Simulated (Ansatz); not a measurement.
In doubt: masses and optical values from hybrid runs of this build are listed as unsure, which bears on the screening that GW takes from such a start.

Rows from a G0W0 calculation on SnSe2 (2H monolayer) (Ansatz 0.2.0; G0W0 on HSE06, plane waves, PAW; PAW set soft_1; 3×3×1 mesh, 402 empty bands, screening to 63 eV, PAW set soft_1 files), in eV. Spin-orbit coupling is left out.

```
row                      k  band   start       Σx  Σc at the solution      Vxc
  A  (0.000, 0.333, 0.000)    c1  -4.592  -10.428              -3.130  -13.907
  B  (0.000, 0.333, 0.000)    c2  -2.574   -7.702              -3.685  -11.537
  C                      Γ    c1  -4.527  -10.259              -3.218  -13.809
  D                      Γ    v1  -5.895  -17.911               1.829  -16.165
  E                      Γ    c2  -1.259   -6.780              -3.721  -10.703
  F  (0.000, 0.333, 0.000)    v1  -6.567  -17.601               1.909  -15.777
```

Q: Give the quasiparticle energies and the shift of each level.

The quasiparticle equation reads E = start + Σx + Σc(E) − Vxc.

```csv
row,E (eV),shift (eV)
A,-4.243,+0.349
B,-2.423,+0.150
C,-4.195,+0.332
D,-5.812,+0.083
E,-1.056,+0.203
F,-6.483,+0.085
```

Limits: not at the basis limit; coarse mesh for a sheet; no spin-orbit coupling.

[Paths, hosts, dates, memory and timing lines, banners, echoed tables and standing remarks are left out of the program output.]

[Logs are printed without paths, hosts, clocks, repeated set-up lines and the standing remarks that a program may print on its own settings, such as how far it seeks lower states.]

[Runs of the session that timed out or met a known fault of the program may be left out.]

[Cells called generated may have been cut or substituted from an entry of the Crystallography Open Database or the Materials Project.]

[Hosts, paths, dates, database ids (printed as entryN), source tags and the programs' standing remarks are cut or masked in the printed files.]
